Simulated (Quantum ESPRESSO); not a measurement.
# Na (Sodium): from the cell to the phonon bands

How does Na (Sodium) vibrate, and is this structure a minimum?

Method: DFT LDA, scalar-relativistic, plane waves, PseudoDojo norm-conserving pseudopotentials, in Quantum ESPRESSO 7.5.

### 1. The structure

It takes space group Im-3m (No. 229, cubic). The conventional cell has a = 4.235 Å, b = 4.235 Å, c = 4.235 Å, α = 90.00°, β = 90.00°, γ = 90.00°. Nearest to Na lie 8 Na at 3.67 Å.

Structure file:

```cif
data_structure
_symmetry_space_group_name_H-M 'P 1'
_symmetry_Int_Tables_number 1
_cell_length_a 3.6676
_cell_length_b 3.6676
_cell_length_c 3.6676
_cell_angle_alpha 109.471
_cell_angle_beta 109.471
_cell_angle_gamma 109.471
_cell_volume 37.98
loop_
_atom_site_label
_atom_site_type_symbol
_atom_site_fract_x
_atom_site_fract_y
_atom_site_fract_z
_atom_site_occupancy
Na1 Na 0.00000 0.00000 0.00000 1
```

### 2. A probe with smearing

A cheap run with smearing and empty bands tells whether the crystal has a gap, which decides between fixed occupations and smearing later on.

Input file probe.in:

```
&control
   calculation = 'scf'
   prefix = 'x'
   outdir = './tmp'
   pseudo_dir = './pseudo'
   tprnfor = .true.
   tstress = .true.
   verbosity = 'high'
/
&system
   ibrav = 0
   nat = 1
   ntyp = 1
   ecutwfc = 88.0
   occupations = 'smearing'
   smearing = 'gaussian'
   degauss = 0.01
/
&electrons
   conv_thr = 1.0d-07
   mixing_beta = 0.7
   electron_maxstep = 100
/
ATOMIC_SPECIES
 Na     22.9898  Na.upf
CELL_PARAMETERS angstrom
    -2.117500000    2.117500000    2.117500000
     2.117500000   -2.117500000    2.117500000
     2.117500000    2.117500000   -2.117500000
ATOMIC_POSITIONS crystal
 Na     0.000000000   0.000000000   0.000000000
K_POINTS automatic
 6 6 6 0 0 0
```

On the command line:

```
> OMP_NUM_THREADS=1 mpirun -n 4 pw.x -nk 4 -in probe.in > probe.out
```

Output:

```text
[banners, grids, parts of the stress and lines that vanish by symmetry left out]
Program PWSCF v.7.5
     Message from routine setup:
     using ibrav=0 with symmetry is DISCOURAGED, use correct ibrav instead
[...]
kinetic-energy cutoff     =      88.0000  Ry
     charge density cutoff     =     352.0000  Ry
     scf convergence threshold =      1.0E-07
[...]
Exchange-correlation= SLA  PW   NOGX NOGC
                           (   1   4   0   0   0   0   0)
[...]
48 Sym. Ops., with inversion, found
[...]
(     0          1          0      )
                  (     0          0          1      )
[...]
(  0.0000000  1.0000000 -0.0000000 )
                  ( -0.0000000 -0.0000000  1.0000000 )
[...]
(     1          0          0      )
                  (    -1         -1         -1      )
[...]
(  1.0000000  0.0000000  0.0000000 )
                  ( -0.0000000 -1.0000000 -0.0000000 )
[...]
(    -1          0          0      )
                  (     0          0         -1      )
[...]
( -1.0000000 -0.0000000  0.0000000 )
                  (  0.0000000  1.0000000 -0.0000000 )
[...]
number of k points=    16  Gaussian smearing, width (Ry)=  0.0100
[...]
End of self-consistent calculation
[...]
the Fermi energy is     1.4324 ev
!    total energy              =     -91.22562601 Ry
[...]
convergence has been achieved in   4 iterations
[...]
atom    1 type  1   force =     0.00000000    0.00000000    0.00000000
[...]
Total force =     0.000000     Total SCF correction =     0.000000
[...]
total   stress  (Ry/bohr**3)                   (kbar)     P=       -8.48
[...]
XML data file, charge density, pseudopotentials, collected wavefunctions

   JOB DONE.
```

It took 2.5 s on 4 MPI ranks of Intel Xeon at 2.70GHz, shared host.

Read from the output:

```
volume per atom   : 37.98 Å³
pressure          : -0.8480 GPa
gap on the k-mesh : 0 eV
```

No gap opens on this mesh, so smearing is kept; the start stands at -0.85 GPa.

### 3. Relaxation

The relaxation runs at a cutoff a fifth above that of the response, since stress converges more slowly with the basis than frequencies do. Forces and stress are brought to rest with tight thresholds.

Input file relax.in:

```
&control
   calculation = 'vc-relax'
   prefix = 'x'
   outdir = './tmp'
   pseudo_dir = './pseudo'
   tprnfor = .true.
   tstress = .true.
   forc_conv_thr = 2.0d-05
   etot_conv_thr = 1.0d-07
   nstep = 40
/
&system
   ibrav = 0
   nat = 1
   ntyp = 1
   ecutwfc = 106
   occupations = 'smearing'
   smearing = 'mv'
   degauss = 0.02
/
&electrons
   conv_thr = 1.0d-11
   mixing_beta = 0.7
   electron_maxstep = 100
/
&ions
/
&cell
   press_conv_thr = 0.2
/
ATOMIC_SPECIES
 Na     22.9898  Na.upf
CELL_PARAMETERS angstrom
    -2.117500000    2.117500000    2.117500000
     2.117500000   -2.117500000    2.117500000
     2.117500000    2.117500000   -2.117500000
ATOMIC_POSITIONS crystal
 Na     0.000000000   0.000000000   0.000000000
K_POINTS automatic
 12 12 12 0 0 0
```

On the command line:

```
> OMP_NUM_THREADS=1 mpirun -n 4 pw.x -nk 4 -in relax.in > relax.out
```

Output:

```text
[banners, grids, parts of the stress and lines that vanish by symmetry left out]
[banner, memory and clock lines left out]
Program PWSCF v.7.5

[...]
kinetic-energy cutoff     =     106.0000  Ry
     charge density cutoff     =     424.0000  Ry
     scf convergence threshold =      1.0E-11
[...]
energy convergence thresh.=      1.0E-07
     force convergence thresh. =      2.0E-05
     press convergence thresh. =      2.0E-01
     Exchange-correlation= SLA  PW   NOGX NOGC
                           (   1   4   0   0   0   0   0)
[...]
48 Sym. Ops., with inversion, found
[...]
number of k points=    72  Marzari-Vanderbilt smearing, width (Ry)=  0.0200
[...]
End of self-consistent calculation
[...]
the Fermi energy is     1.3932 ev
!    total energy              =     -91.22741547 Ry
[...]
convergence has been achieved in   8 iterations
[...]
atom    1 type  1   force =     0.00000000    0.00000000    0.00000000
     Total force =     0.000000     Total SCF correction =     0.000000
[...]
total   stress  (Ry/bohr**3)                   (kbar)     P=       -9.35
[...]
number of bfgs steps    =   0
[...]
CELL_PARAMETERS (angstrom)
[...]
ATOMIC_POSITIONS (crystal)
Na               0.0000000000        0.0000000000        0.0000000000
[...]
New effective cutoffs (rho, wfc):  424.19  106.33
[...]
End of self-consistent calculation
[...]
the Fermi energy is     1.4123 ev
!    total energy              =     -91.22749188 Ry
[...]
convergence has been achieved in   3 iterations
[...]
atom    1 type  1   force =     0.00000000    0.00000000    0.00000000
     Total force =     0.000000     Total SCF correction =     0.000000
[...]
total   stress  (Ry/bohr**3)                   (kbar)     P=       -9.08
[...]
number of bfgs steps    =   1
[...]
WARNING: bfgs curvature condition failed, Theta= 0.826
[...]
CELL_PARAMETERS (angstrom)
[...]
ATOMIC_POSITIONS (crystal)
Na               0.0000000000        0.0000000000        0.0000000000
[...]
New effective cutoffs (rho, wfc):  426.22  106.84
[...]
End of self-consistent calculation
[...]
the Fermi energy is     1.4411 ev
!    total energy              =     -91.22760191 Ry
[...]
convergence has been achieved in   4 iterations
[...]
atom    1 type  1   force =     0.00000000    0.00000000    0.00000000
     Total force =     0.000000     Total SCF correction =     0.000000
[...]
total   stress  (Ry/bohr**3)                   (kbar)     P=       -8.68
[...]
number of bfgs steps    =   2
[...]
CELL_PARAMETERS (angstrom)
[...]
ATOMIC_POSITIONS (crystal)
Na               0.0000000000        0.0000000000        0.0000000000
[...]
New effective cutoffs (rho, wfc):  429.30  107.61
[...]
End of self-consistent calculation
[...]
the Fermi energy is     1.4848 ev
!    total energy              =     -91.22775647 Ry
[...]
convergence has been achieved in   4 iterations
[...]
atom    1 type  1   force =     0.00000000    0.00000000    0.00000000
     Total force =     0.000000     Total SCF correction =     0.000000
[...]
the Fermi energy is     1.6551 ev
!    total energy              =     -91.22821741 Ry
[...]
convergence has been achieved in   5 iterations
[...]
atom    1 type  1   force =     0.00000000    0.00000000    0.00000000
     Total force =     0.000000     Total SCF correction =     0.000000
[...]
total   stress  (Ry/bohr**3)                   (kbar)     P=       -5.40
[...]
number of bfgs steps    =   5
[...]
the Fermi energy is     1.8172 ev
!    total energy              =     -91.22845829 Ry
[...]
convergence has been achieved in   5 iterations
[...]
atom    1 type  1   force =     0.00000000    0.00000000    0.00000000
     Total force =     0.000000     Total SCF correction =     0.000000
[...]
total   stress  (Ry/bohr**3)                   (kbar)     P=       -2.58
[...]
number of bfgs steps    =   6
[...]
the Fermi energy is     1.9662 ev
!    total energy              =     -91.22851926 Ry
[...]
convergence has been achieved in   5 iterations
[...]
atom    1 type  1   force =     0.00000000    0.00000000    0.00000000
     Total force =     0.000000     Total SCF correction =     0.000000
[...]
total   stress  (Ry/bohr**3)                   (kbar)     P=        0.27
[...]
number of bfgs steps    =   7
[...]
New effective cutoffs (rho, wfc):  461.30  115.63
[...]
the Fermi energy is     1.9521 ev
!    total energy              =     -91.22851987 Ry
[...]
convergence has been achieved in   4 iterations
[...]
atom    1 type  1   force =     0.00000000    0.00000000    0.00000000
     Total force =     0.000000     Total SCF correction =     0.000000
[...]
total   stress  (Ry/bohr**3)                   (kbar)     P=       -0.01
[...]
number of bfgs steps    =   8
[...]
CELL_PARAMETERS (angstrom)
[...]
ATOMIC_POSITIONS (crystal)
Na               0.0000000000        0.0000000000        0.0000000000
[...]
New effective cutoffs (rho, wfc):  461.34  115.64
[...]
End of self-consistent calculation
[...]
the Fermi energy is     1.9527 ev
!    total energy              =     -91.22851987 Ry
[...]
convergence has been achieved in   2 iterations
[...]
atom    1 type  1   force =     0.00000000    0.00000000    0.00000000
     Total force =     0.000000     Total SCF correction =     0.000000
[...]
total   stress  (Ry/bohr**3)                   (kbar)     P=        0.00
[...]
bfgs converged in  10 scf cycles and   9 bfgs steps
[...]
End of BFGS Geometry Optimization
     Final enthalpy           =     -91.2285198697 Ry
     File ./tmp/x.bfgs deleted, as requested
[...]
CELL_PARAMETERS (angstrom)
[...]
ATOMIC_POSITIONS (crystal)
Na               0.0000000000        0.0000000000        0.0000000000
[...]
Final scf calculation at the relaxed structure.
[...]
kinetic-energy cutoff     =     106.0000  Ry
     charge density cutoff     =     424.0000  Ry
     scf convergence threshold =      1.0E-13
[...]
press convergence thresh. =      2.0E-01
     Exchange-correlation= SLA  PW   NOGX NOGC
                           (   1   4   0   0   0   0   0)
[...]
48 Sym. Ops., with inversion, found
[...]
number of k points=    72  Marzari-Vanderbilt smearing, width (Ry)=  0.0200
[...]
c_bands:  1 eigenvalues not converged
[...]
End of self-consistent calculation
[...]
the Fermi energy is     1.9527 ev
!    total energy              =     -91.22851639 Ry
[...]
convergence has been achieved in   9 iterations
[...]
atom    1 type  1   force =     0.00000000    0.00000000    0.00000000
     Total force =     0.000000     Total SCF correction =     0.000000
[...]
total   stress  (Ry/bohr**3)                   (kbar)     P=        0.02
[...]
XML data file, charge density, pseudopotentials, collected wavefunctions
```

Wall time 57 s (4 MPI ranks).

Relaxation path:

```csv
step,energy less that of the first step (eV),largest force (eV/Å),pressure (GPa),volume (Å³)
1,0.0000,0.0000,-0.93,37.98
2,-0.0010,0.0000,-0.91,37.80
3,-0.0025,0.0000,-0.87,37.53
4,-0.0046,0.0000,-0.81,37.12
5,-0.0075,0.0000,-0.70,36.53
6,-0.0109,0.0000,-0.54,35.64
7,-0.0142,0.0000,-0.26,34.34
8,-0.0150,0.0000,0.03,33.23
9,-0.0150,0.0000,0.00,33.33
10,-0.0150,0.0000,0.00,33.33
11,-0.0150,0.0000,0.00,33.33
```

```
conventional cell, symmetrised  before  after   change
                         a (Å)   4.235  4.054   -4.3 %
                         b (Å)   4.235  4.054   -4.3 %
                         c (Å)   4.235  4.054   -4.3 %
              volume (Å³/atom)   37.98  33.33  -12.3 %
```

Final coordinates:

```
CELL_PARAMETERS angstrom
-2.02723 2.02723 2.02723
2.02723 -2.02723 2.02723
2.02723 2.02723 -2.02723
ATOMIC_POSITIONS crystal
Na 0.00000 0.00000 0.00000
```

The last row of the table of steps is pw.x's closing run on a basis chosen anew for the final cell, so its energy can jump.

This step gave:

```
volume per atom : 33.33 Å³
pressure        : 0.002 GPa
```

The volume changes by -12.3 % from the cell with which this run began.

### 4. Ground state

The response is built on this ground state, so it is converged far tighter than an energy would need. Smearing stays on, as the first look found no gap above 0.3 eV.

Input file scf.in:

```
&control
   calculation = 'scf'
   prefix = 'x'
   outdir = './tmp'
   pseudo_dir = './pseudo'
   tprnfor = .true.
   tstress = .true.
/
&system
   ibrav = 0
   nat = 1
   ntyp = 1
   ecutwfc = 88.0
   occupations = 'smearing'
   smearing = 'mv'
   degauss = 0.02
/
&electrons
   conv_thr = 1.0d-12
   mixing_beta = 0.7
   electron_maxstep = 100
/
ATOMIC_SPECIES
 Na     22.9898  Na.upf
CELL_PARAMETERS angstrom
    -2.027233451    2.027233451    2.027233451
     2.027233451   -2.027233451    2.027233451
     2.027233451    2.027233451   -2.027233451
ATOMIC_POSITIONS crystal
 Na     0.000000000   0.000000000   0.000000000
K_POINTS automatic
 12 12 12 0 0 0
```

On the command line:

```
> OMP_NUM_THREADS=1 mpirun -n 4 pw.x -nk 4 -in scf.in > scf.out
```

Output:

```text
[banners, grids, parts of the stress and lines that vanish by symmetry left out]
[banner, memory and clock lines left out]
Program PWSCF v.7.5

[...]
kinetic-energy cutoff     =      88.0000  Ry
     charge density cutoff     =     352.0000  Ry
     scf convergence threshold =      1.0E-12
[...]
Exchange-correlation= SLA  PW   NOGX NOGC
                           (   1   4   0   0   0   0   0)
[...]
48 Sym. Ops., with inversion, found
[...]
number of k points=    72  Marzari-Vanderbilt smearing, width (Ry)=  0.0200
[...]
End of self-consistent calculation
[...]
the Fermi energy is     1.9527 ev
!    total energy              =     -91.22849225 Ry
[...]
convergence has been achieved in   8 iterations
[...]
atom    1 type  1   force =     0.00000000    0.00000000    0.00000000
     Total force =     0.000000     Total SCF correction =     0.000000
[...]
total   stress  (Ry/bohr**3)                   (kbar)     P=        0.01
[...]
XML data file, charge density, pseudopotentials, collected wavefunctions
```

Wall time 6.9 s (4 MPI ranks).

Read from the output:

```
pressure : 0.001 GPa
```

The cell stands at 0.001 GPa, close enough for phonons.

(Continued in part 2 of 3.)

[Host names and launcher messages were left out of these logs when they were recorded.]

[Logs are printed without paths, hosts, clocks, repeated set-up lines and the standing remarks that a program may print on its own settings, such as how far it seeks lower states.]

[Hosts, paths, dates, database ids (printed as entryN), source tags and the programs' standing remarks are cut or masked in the printed files.]
